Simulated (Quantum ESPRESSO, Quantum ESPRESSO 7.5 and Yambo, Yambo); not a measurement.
# Quasiparticle gap of SnO2 (Cassiterite) in Yambo

Aim: the G0W0 gap of SnO2 (Cassiterite) on PBE, step by step.

Calculated with Quantum ESPRESSO 7.5 and Yambo 5.3.0; PBE and many-body steps on it, plane waves.

**What was measured.**

- Gap 3.6 eV: experimental gap quoted from earlier work; bulk crystal (quoted in “Study on the Photocatalytic Properties of Flower-Shaped SnO2”, 2022, pmc:9565917).

## 1. Set-up

The structure is tetragonal, space group P4_2/mnm (No. 136). Conventional cell: a = 4.738 Å, b = 4.738 Å, c = 3.187 Å, α = 90.00°, β = 90.00°, γ = 90.00°. Sn has 6 O at 2.05 to 2.06 Å nearest. Nearest to O lie 3 Sn at 2.05 to 2.06 Å. Farther neighbours and most contacts between anions are not listed.

The cell and positions come from the Crystallography Open Database and are kept as given unless a step says otherwise.

## 2. Ground state

This step: Quantum ESPRESSO 7.5; DFT, PBE, plane waves, norm-conserving pseudopotentials.

The ground-state density comes first.

Contents of pw.in:

```
&control
  calculation = 'scf'
  prefix = 'x'
  outdir = 'o'
  pseudo_dir = 'pseudo'
/
&system
  ibrav = 0
  nat = 6
  ntyp = 2
  ecutwfc = 84.0
  nbnd = 41
  force_symmorphic = .true.
/
&electrons
  conv_thr = 1e-10
  electron_maxstep = 80
  mixing_beta = 0.5
/
ATOMIC_SPECIES
  Sn 118.71 Sn.upf
  O 15.999 O.upf
CELL_PARAMETERS angstrom
  4.7380000000 0.0000000000 0.0000000000
  0.0000000000 4.7380000000 0.0000000000
  0.0000000000 0.0000000000 3.1865000000
ATOMIC_POSITIONS crystal
  Sn 0.0000000000 0.0000000000 0.0000000000
  Sn 0.5000000000 0.5000000000 0.5000000000
  O 0.3071000000 0.3071000000 0.0000000000
  O 0.1929000000 0.8071000000 0.5000000000
  O 0.6929000000 0.6929000000 0.0000000000
  O 0.8071000000 0.1929000000 0.5000000000
K_POINTS automatic
  4 4 6 0 0 0
```

Launch:

```sh
$ OMP_NUM_THREADS=1 mpirun -n 4 pw.x -nk 4 -in pw.in > pw.out
```

The program printed:

```text
Program PWSCF v.7.5 starts

     This program is part of the open-source Quantum ESPRESSO suite
     for quantum simulation of materials; please cite
         "P. Giannozzi et al., J. Phys.:Condens. Matter 21 395502 (2009);
         "P. Giannozzi et al., J. Phys.:Condens. Matter 29 465901 (2017);
         "P. Giannozzi et al., J. Chem. Phys. 152 154105 (2020);
     in publications or presentations arising from this work. More details at
     Message from routine setup:
     using ibrav=0 with symmetry is DISCOURAGED, use correct ibrav instead

     G-vector sticks info

     bravais-lattice index     =            0
     lattice parameter (alat)  =       8.9535  a.u.
     unit-cell volume          =     482.7259 (a.u.)^3
     number of atoms/cell      =            6
     number of atomic types    =            2
     number of electrons       =        68.00
     number of Kohn-Sham states=           41
     kinetic-energy cutoff     =      84.0000  Ry
     charge density cutoff     =     336.0000  Ry
     scf convergence threshold =      1.0E-10
     mixing beta               =       0.5000
     number of iterations used =            8  plain     mixing
     Exchange-correlation= PBE
                           (   1   4   3   4   0   0   0)

     celldm(1)=   8.953522  celldm(2)=   0.000000  celldm(3)=   0.000000
     celldm(4)=   0.000000  celldm(5)=   0.000000  celldm(6)=   0.000000

     crystal axes: (cart. coord. in units of alat)
               a(1) = (   1.000000   0.000000   0.000000 )
               a(2) = (   0.000000   1.000000   0.000000 )
               a(3) = (   0.000000   0.000000   0.672541 )

     reciprocal axes: (cart. coord. in units 2 pi/alat)
               b(1) = (  1.000000  0.000000  0.000000 )
               b(2) = (  0.000000  1.000000  0.000000 )
               b(3) = (  0.000000  0.000000  1.486898 )
     Pseudo is Norm-conserving + core correction, Zval = 22.0
     Generated using ONCVPSP code by D. R. Hamann
     Using radial grid of 1628 points,  6 beta functions with:
     Pseudo is Norm-conserving + core correction, Zval =  6.0
     Generated using ONCVPSP code by D. R. Hamann
     Using radial grid of  936 points,  5 beta functions with:
     Sn               22.00   118.71000     Sn( 1.00)
     O                 6.00    15.99900     O ( 1.00)

      8 Sym. Ops., with inversion, found

   Cartesian axes

     site n.     atom                  positions (alat units)
         1        Sn     tau(   1) = (   0.0000000   0.0000000   0.0000000  )
         2        Sn     tau(   2) = (   0.5000000   0.5000000   0.3362706  )
         3        O      tau(   3) = (   0.3071000   0.3071000   0.0000000  )
         4        O      tau(   4) = (   0.1929000   0.8071000   0.3362706  )
         5        O      tau(   5) = (   0.6929000   0.6929000   0.0000000  )
         6        O      tau(   6) = (   0.8071000   0.1929000   0.3362706  )

     number of k points=    28
                       cart. coord. in units 2pi/alat
        k(    1) = (   0.0000000   0.0000000   0.0000000), wk =   0.0208333
        k(    2) = (   0.0000000   0.0000000   0.2478163), wk =   0.0416667
        k(    3) = (   0.0000000   0.0000000   0.4956326), wk =   0.0416667
        k(    4) = (   0.0000000   0.0000000  -0.7434489), wk =   0.0208333
        k(    5) = (   0.0000000   0.2500000   0.0000000), wk =   0.0833333
        k(    6) = (   0.0000000   0.2500000   0.2478163), wk =   0.1666667
        k(    7) = (   0.0000000   0.2500000   0.4956326), wk =   0.1666667
        k(    8) = (   0.0000000   0.2500000  -0.7434489), wk =   0.0833333
        k(    9) = (   0.0000000  -0.5000000   0.0000000), wk =   0.0416667
        k(   10) = (   0.0000000  -0.5000000   0.2478163), wk =   0.0833333
     [... 16 further rows ...]
        k(   27) = (  -0.2500000   0.2500000  -0.4956326), wk =   0.0833333
        k(   28) = (  -0.2500000   0.2500000   0.7434489), wk =   0.0416667

     Dense  grid:    50163 G-vectors     FFT dimensions: (  54,  54,  36)

     Initial potential from superposition of free atoms

     starting charge      67.9969, renormalised to      68.0000
     Starting wfcs are   42 randomized atomic wfcs

     per-process dynamical memory:    63.7 Mb

     Self-consistent Calculation

     iteration #  1     ecut=    84.00 Ry     beta= 0.50

     total energy              =   -1018.13228293 Ry
     estimated scf accuracy    <       1.58495304 Ry

     iteration #  2     ecut=    84.00 Ry     beta= 0.50

     total energy              =   -1018.59940222 Ry
     estimated scf accuracy    <       0.26116261 Ry

     iteration #  3     ecut=    84.00 Ry     beta= 0.50

     total energy              =   -1018.64051447 Ry
     estimated scf accuracy    <       0.01142479 Ry

     iteration #  4     ecut=    84.00 Ry     beta= 0.50

     total energy              =   -1018.64130942 Ry
     estimated scf accuracy    <       0.00144800 Ry

     iteration #  5     ecut=    84.00 Ry     beta= 0.50

     total energy              =   -1018.64164102 Ry
     estimated scf accuracy    <       0.00005826 Ry

     iteration #  6     ecut=    84.00 Ry     beta= 0.50

     total energy              =   -1018.64165376 Ry
     estimated scf accuracy    <       0.00000725 Ry

     iteration #  7     ecut=    84.00 Ry     beta= 0.50

     total energy              =   -1018.64165364 Ry
     estimated scf accuracy    <       0.00000322 Ry

     iteration #  8     ecut=    84.00 Ry     beta= 0.50

     total energy              =   -1018.64165420 Ry
     estimated scf accuracy    <       0.00000003 Ry

     iteration #  9     ecut=    84.00 Ry     beta= 0.50

     total energy              =   -1018.64165421 Ry
     estimated scf accuracy    <       0.00000003 Ry

     iteration # 10     ecut=    84.00 Ry     beta= 0.50

     total energy              =   -1018.64165422 Ry
     estimated scf accuracy    <          4.5E-10 Ry

     iteration # 11     ecut=    84.00 Ry     beta= 0.50

     End of self-consistent calculation

          k = 0.0000 0.0000 0.0000 (  6273 PWs)   bands (ev):

  -116.6531-116.6530 -72.4821 -72.4821 -72.4387 -72.4387 -72.4343 -72.4340
    -9.9067  -9.1569  -8.8803  -8.8568  -8.8568  -8.7679  -8.7331  -8.6461
    -8.6172  -8.6172  -7.6530  -5.7960  -5.7960  -4.0334   3.1540   7.1940
     7.1940   7.2830   8.1552   9.1989   9.2874   9.9986   9.9986  10.4825
    10.4825  11.2481  12.5370  17.3902  17.6411  17.6411  21.7569  21.9036
    23.3747

          k = 0.0000 0.0000 0.2478 (  6277 PWs)   bands (ev):

  -116.6530-116.6530 -72.4821 -72.4821 -72.4386 -72.4386 -72.4353 -72.4352
    -9.7760  -9.1012  -9.1012  -9.0054  -8.8312  -8.7904  -8.7226  -8.6499
    -8.6499  -8.6475  -7.5037  -5.3859  -5.3859  -4.2443   3.1299   7.0881
     7.4431   7.4431   7.6807   8.3370   9.0503   9.0907   9.0907  10.4977
    10.4977  11.0216  14.0173  17.8911  18.7208  18.7208  20.5204  23.2600
    23.2600

          k = 0.0000 0.0000 0.4956 (  6270 PWs)   bands (ev):

  -116.6529-116.6528 -72.4818 -72.4818 -72.4385 -72.4385 -72.4376 -72.4374
    -9.4898  -9.4897  -9.4681  -8.9444  -8.7143  -8.7027  -8.7027  -8.6967
    -8.6919  -8.6533  -6.9425  -4.9144  -4.6466  -4.6465   3.2629   5.5882
     7.0161   7.5397   7.5397   8.2453   8.2453   8.2988   8.8537  10.2614
    10.2614  10.4100  16.0631  18.1928  20.1446  20.7039  20.7039  22.4483
    22.8378

          k = 0.0000 0.0000-0.7434 (  6274 PWs)   bands (ev):

     [... further k-points ...]

     highest occupied, lowest unoccupied level (ev):    11.2481   12.5370

!    total energy              =   -1018.64165422 Ry
     estimated scf accuracy    <          8.2E-11 Ry

     The total energy is the sum of the following terms:
     one-electron contribution =    -597.46501375 Ry
     hartree contribution      =     317.66469885 Ry
     xc contribution           =    -142.16184391 Ry
     ewald contribution        =    -596.67949541 Ry

     convergence has been achieved in  11 iterations

     XML data file, charge density, pseudopotentials, collected wavefunctions

=------------------------------------------------------------------------------=
   JOB DONE.
=------------------------------------------------------------------------------=
```

Elapsed: 36 s, on 4 MPI ranks of Arm Neoverse V1, shared host; peak memory 0.47 GiB.

Numbers from this step:

```
total energy               : -13859.3257 eV
gap                        : 1.289 eV
k of the valence top       : 0, 0, 0
k of the conduction bottom : 0, 0, 0
least direct gap           : 1.289 eV
```

The gap is direct, at Γ.

## 3. Bands along the symmetry lines

The cheap functional maps the bands first; the places of the edges decide which points the dearer methods must see.

Contents of pw.in:

```
&control
  calculation = 'bands'
  prefix = 'x'
  outdir = 'o'
  pseudo_dir = 'pseudo'
/
&system
  ibrav = 0
  nat = 6
  ntyp = 2
  ecutwfc = 84.0
  nbnd = 40
  force_symmorphic = .true.
/
&electrons
  conv_thr = 1e-9
  electron_maxstep = 80
  diago_full_acc = .true.
  diago_thr_init = 5e-6
/
ATOMIC_SPECIES
  Sn 118.71 Sn.upf
  O 15.999 O.upf
CELL_PARAMETERS angstrom
  4.7380000000 0.0000000000 0.0000000000
  0.0000000000 4.7380000000 0.0000000000
  0.0000000000 0.0000000000 3.1865000000
ATOMIC_POSITIONS crystal
  Sn 0.0000000000 0.0000000000 0.0000000000
  Sn 0.5000000000 0.5000000000 0.5000000000
  O 0.3071000000 0.3071000000 0.0000000000
  O 0.1929000000 0.8071000000 0.5000000000
  O 0.6929000000 0.6929000000 0.0000000000
  O 0.8071000000 0.1929000000 0.5000000000
K_POINTS crystal
  75
  0.00000000 0.00000000 0.00000000 1
  0.00000000 0.06250000 0.00000000 1
  0.00000000 0.12500000 0.00000000 1
  0.00000000 0.18750000 0.00000000 1
  0.00000000 0.25000000 0.00000000 1
  0.00000000 0.31250000 0.00000000 1
  0.00000000 0.37500000 0.00000000 1
  0.00000000 0.43750000 0.00000000 1
  0.00000000 0.50000000 0.00000000 1
  0.06250000 0.50000000 0.00000000 1
  0.12500000 0.50000000 0.00000000 1
  0.18750000 0.50000000 0.00000000 1
  0.25000000 0.50000000 0.00000000 1
  0.31250000 0.50000000 0.00000000 1
  0.37500000 0.50000000 0.00000000 1
  0.43750000 0.50000000 0.00000000 1
  0.50000000 0.50000000 0.00000000 1
  0.43750000 0.43750000 0.00000000 1
  0.37500000 0.37500000 0.00000000 1
  0.31250000 0.31250000 0.00000000 1
  0.25000000 0.25000000 0.00000000 1
  0.18750000 0.18750000 0.00000000 1
  0.12500000 0.12500000 0.00000000 1
  0.06250000 0.06250000 0.00000000 1
  0.00000000 0.00000000 0.00000000 1
  0.00000000 0.00000000 0.06250000 1
  0.00000000 0.00000000 0.12500000 1
  0.00000000 0.00000000 0.18750000 1
  0.00000000 0.00000000 0.25000000 1
  0.00000000 0.00000000 0.31250000 1
  0.00000000 0.00000000 0.37500000 1
  0.00000000 0.00000000 0.43750000 1
  0.00000000 0.00000000 0.50000000 1
  0.00000000 0.06250000 0.50000000 1
  0.00000000 0.12500000 0.50000000 1
  0.00000000 0.18750000 0.50000000 1
  0.00000000 0.25000000 0.50000000 1
  0.00000000 0.31250000 0.50000000 1
  0.00000000 0.37500000 0.50000000 1
  0.00000000 0.43750000 0.50000000 1
  0.00000000 0.50000000 0.50000000 1
  0.06250000 0.50000000 0.50000000 1
  0.12500000 0.50000000 0.50000000 1
  0.18750000 0.50000000 0.50000000 1
  0.25000000 0.50000000 0.50000000 1
  0.31250000 0.50000000 0.50000000 1
  0.37500000 0.50000000 0.50000000 1
  0.43750000 0.50000000 0.50000000 1
  0.50000000 0.50000000 0.50000000 1
  0.43750000 0.43750000 0.50000000 1
  0.37500000 0.37500000 0.50000000 1
  0.31250000 0.31250000 0.50000000 1
  0.25000000 0.25000000 0.50000000 1
  0.18750000 0.18750000 0.50000000 1
  0.12500000 0.12500000 0.50000000 1
  0.06250000 0.06250000 0.50000000 1
  0.00000000 0.00000000 0.50000000 1
  0.00000000 0.50000000 0.00000000 1
  0.00000000 0.50000000 0.06250000 1
  0.00000000 0.50000000 0.12500000 1
  0.00000000 0.50000000 0.18750000 1
  0.00000000 0.50000000 0.25000000 1
  0.00000000 0.50000000 0.31250000 1
  0.00000000 0.50000000 0.37500000 1
  0.00000000 0.50000000 0.43750000 1
  0.00000000 0.50000000 0.50000000 1
  0.50000000 0.50000000 0.00000000 1
  0.50000000 0.50000000 0.06250000 1
  0.50000000 0.50000000 0.12500000 1
  0.50000000 0.50000000 0.18750000 1
  0.50000000 0.50000000 0.25000000 1
  0.50000000 0.50000000 0.31250000 1
  0.50000000 0.50000000 0.37500000 1
  0.50000000 0.50000000 0.43750000 1
  0.50000000 0.50000000 0.50000000 1
```

The program printed:

```text
[banner, memory and clock lines left out]
Program PWSCF v.7.5 starts

     Atomic positions and unit cell read from directory:
     o/x.save/

     Message from routine setup:
     using ibrav=0 with symmetry is DISCOURAGED, use correct ibrav instead

     G-vector sticks info

     bravais-lattice index     =            0
     lattice parameter (alat)  =       8.9535  a.u.
     unit-cell volume          =     482.7259 (a.u.)^3
     number of atoms/cell      =            6
     number of atomic types    =            2
     number of electrons       =        68.00
     number of Kohn-Sham states=           40
     kinetic-energy cutoff     =      84.0000  Ry
     charge density cutoff     =     336.0000  Ry
     Exchange-correlation= PBE
                           (   1   4   3   4   0   0   0)

     celldm(1)=   8.953522  celldm(2)=   0.000000  celldm(3)=   0.000000
     celldm(4)=   0.000000  celldm(5)=   0.000000  celldm(6)=   0.000000

     crystal axes: (cart. coord. in units of alat)
               a(1) = (   1.000000   0.000000   0.000000 )
               a(2) = (   0.000000   1.000000   0.000000 )
               a(3) = (   0.000000   0.000000   0.672541 )

     reciprocal axes: (cart. coord. in units 2 pi/alat)
               b(1) = (  1.000000  0.000000  0.000000 )
               b(2) = (  0.000000  1.000000  0.000000 )
               b(3) = (  0.000000  0.000000  1.486898 )
     Pseudo is Norm-conserving + core correction, Zval = 22.0
     Generated using ONCVPSP code by D. R. Hamann
     Using radial grid of 1628 points,  6 beta functions with:
     Pseudo is Norm-conserving + core correction, Zval =  6.0
     Generated using ONCVPSP code by D. R. Hamann
     Using radial grid of  936 points,  5 beta functions with:
     Sn               22.00   118.71000     Sn( 1.00)
     O                 6.00    15.99900     O ( 1.00)

      8 Sym. Ops., with inversion, found

   Cartesian axes

     site n.     atom                  positions (alat units)
         1        Sn     tau(   1) = (   0.0000000   0.0000000   0.0000000  )
         2        Sn     tau(   2) = (   0.5000000   0.5000000   0.3362706  )
         3        O      tau(   3) = (   0.3071000   0.3071000   0.0000000  )
         4        O      tau(   4) = (   0.1929000   0.8071000   0.3362706  )
         5        O      tau(   5) = (   0.6929000   0.6929000   0.0000000  )
         6        O      tau(   6) = (   0.8071000   0.1929000   0.3362706  )

     number of k points=    75
                       cart. coord. in units 2pi/alat
        k(    1) = (   0.0000000   0.0000000   0.0000000), wk =   0.0266667
        k(    2) = (   0.0000000   0.0625000   0.0000000), wk =   0.0266667
        k(    3) = (   0.0000000   0.1250000   0.0000000), wk =   0.0266667
[...]
[... 63 further rows ...]
        k(   74) = (   0.5000000   0.5000000   0.6505178), wk =   0.0266667
        k(   75) = (   0.5000000   0.5000000   0.7434489), wk =   0.0266667

     Dense  grid:    50163 G-vectors     FFT dimensions: (  54,  54,  36)

     The potential is recalculated from file :
     o/x.save/charge-density

     Starting wfcs are   42 randomized atomic wfcs

     Band Structure Calculation

     End of band structure calculation

          k = 0.0000 0.0000 0.0000 (  6273 PWs)   bands (ev):

  -116.6531-116.6530 -72.4822 -72.4822 -72.4387 -72.4387 -72.4344 -72.4341
    -9.9067  -9.1569  -8.8804  -8.8568  -8.8568  -8.7680  -8.7332  -8.6462
    -8.6172  -8.6172  -7.6530  -5.7959  -5.7959  -4.0334   3.1540   7.1940
     7.1940   7.2831   8.1552   9.1990   9.2874   9.9987   9.9987  10.4826
[...]
k = 0.0000 0.0625 0.0000 (  6272 PWs)   bands (ev):

  -116.6531-116.6531 -72.4822 -72.4822 -72.4387 -72.4387 -72.4344 -72.4341
[...]
k = 0.0000 0.1250 0.0000 (  6286 PWs)   bands (ev):

  -116.6532-116.6531 -72.4822 -72.4822 -72.4388 -72.4388 -72.4344 -72.4341
[...]
k = 0.5000 0.5000 0.6505 (  6284 PWs)   bands (ev):

  -116.6529-116.6529 -72.4818 -72.4818 -72.4385 -72.4385 -72.4385 -72.4385
[...]
k = 0.5000 0.5000 0.7434 (  6312 PWs)   bands (ev):

  -116.6529-116.6529 -72.4819 -72.4819 -72.4387 -72.4387 -72.4385 -72.4385
[...]
6.2287   6.2287   8.7086   8.7086   8.8039   8.8039  10.2814  10.2814
    10.4229  10.4230  16.1788  16.1788  20.1786  20.1786  22.3170  22.3170

     XML data file, pseudopotentials, collected wavefunctions
```

It took 21 s on 4 MPI ranks; peak memory 0.33 GiB.

This step gave:

| Property | Result |
| --- | --- |
| gap | 1.289 eV |
| k of the valence top | 0, 0, 0 |
| k of the conduction bottom | 0, 0, 0 |
| least direct gap | 1.289 eV |

The gap is 1.289 eV, as in the run before at this level.

The electronic bands at the labelled points (eV, zero at the top of the highest filled band):

```csv
point,band 31,band 32,band 33,band 34,band 35,band 36,band 37,band 38
Γ,-1.25,-0.77,-0.77,0.00,1.29,6.14,6.39,6.39
halfway,-1.23,-1.21,-0.73,-0.28,2.57,5.69,6.65,6.82
X,-1.20,-1.20,-0.63,-0.63,4.44,4.44,7.13,7.13
halfway,-1.26,-1.26,-0.77,-0.77,4.63,4.63,7.35,7.35
M,-1.33,-1.33,-0.90,-0.90,4.83,4.83,7.55,7.55
halfway,-1.29,-1.20,-0.82,-0.48,3.34,5.42,7.01,7.10
Γ,-1.25,-0.77,-0.77,0.00,1.29,6.14,6.39,6.39
halfway,-2.54,-0.84,-0.84,-0.49,3.84,6.93,8.47,8.47
Z,-1.64,-1.64,-1.25,-1.25,6.22,6.22,9.80,9.80
halfway,-1.41,-1.41,-1.12,-1.12,6.32,6.32,8.87,8.87
R,-1.09,-1.09,-0.72,-0.72,6.48,6.48,8.11,8.11
halfway,-1.03,-1.03,-0.97,-0.97,5.53,5.53,8.75,8.75
A,-0.97,-0.97,-0.83,-0.83,4.93,4.93,8.93,8.93
halfway,-1.26,-1.24,-1.03,-1.01,5.69,6.23,8.06,9.96
Z,-1.64,-1.64,-1.25,-1.25,6.22,6.22,9.80,9.80
jump to X,-1.20,-1.20,-0.63,-0.63,4.44,4.44,7.13,7.13
halfway,-1.29,-1.29,-0.82,-0.82,5.58,5.58,8.81,8.81
R,-1.09,-1.09,-0.72,-0.72,6.48,6.48,8.11,8.11
jump to M,-1.33,-1.33,-0.90,-0.90,4.83,4.83,7.55,7.55
halfway,-0.86,-0.86,-0.86,-0.86,5.17,5.17,8.83,8.83
A,-0.97,-0.97,-0.83,-0.83,4.93,4.93,8.93,8.93
```

(Continued in part 2 of 3.)

[Paths, hosts, dates, memory and timing lines, banners, echoed tables and standing remarks are left out of the program output.]

[Logs are printed without paths, hosts, clocks, repeated set-up lines and the standing remarks that a program may print on its own settings, such as how far it seeks lower states.]

[Runs of the session that timed out or met a known fault of the program may be left out.]

[Hosts, paths, dates, database ids (printed as entryN), source tags and the programs' standing remarks are cut or masked in the printed files.]
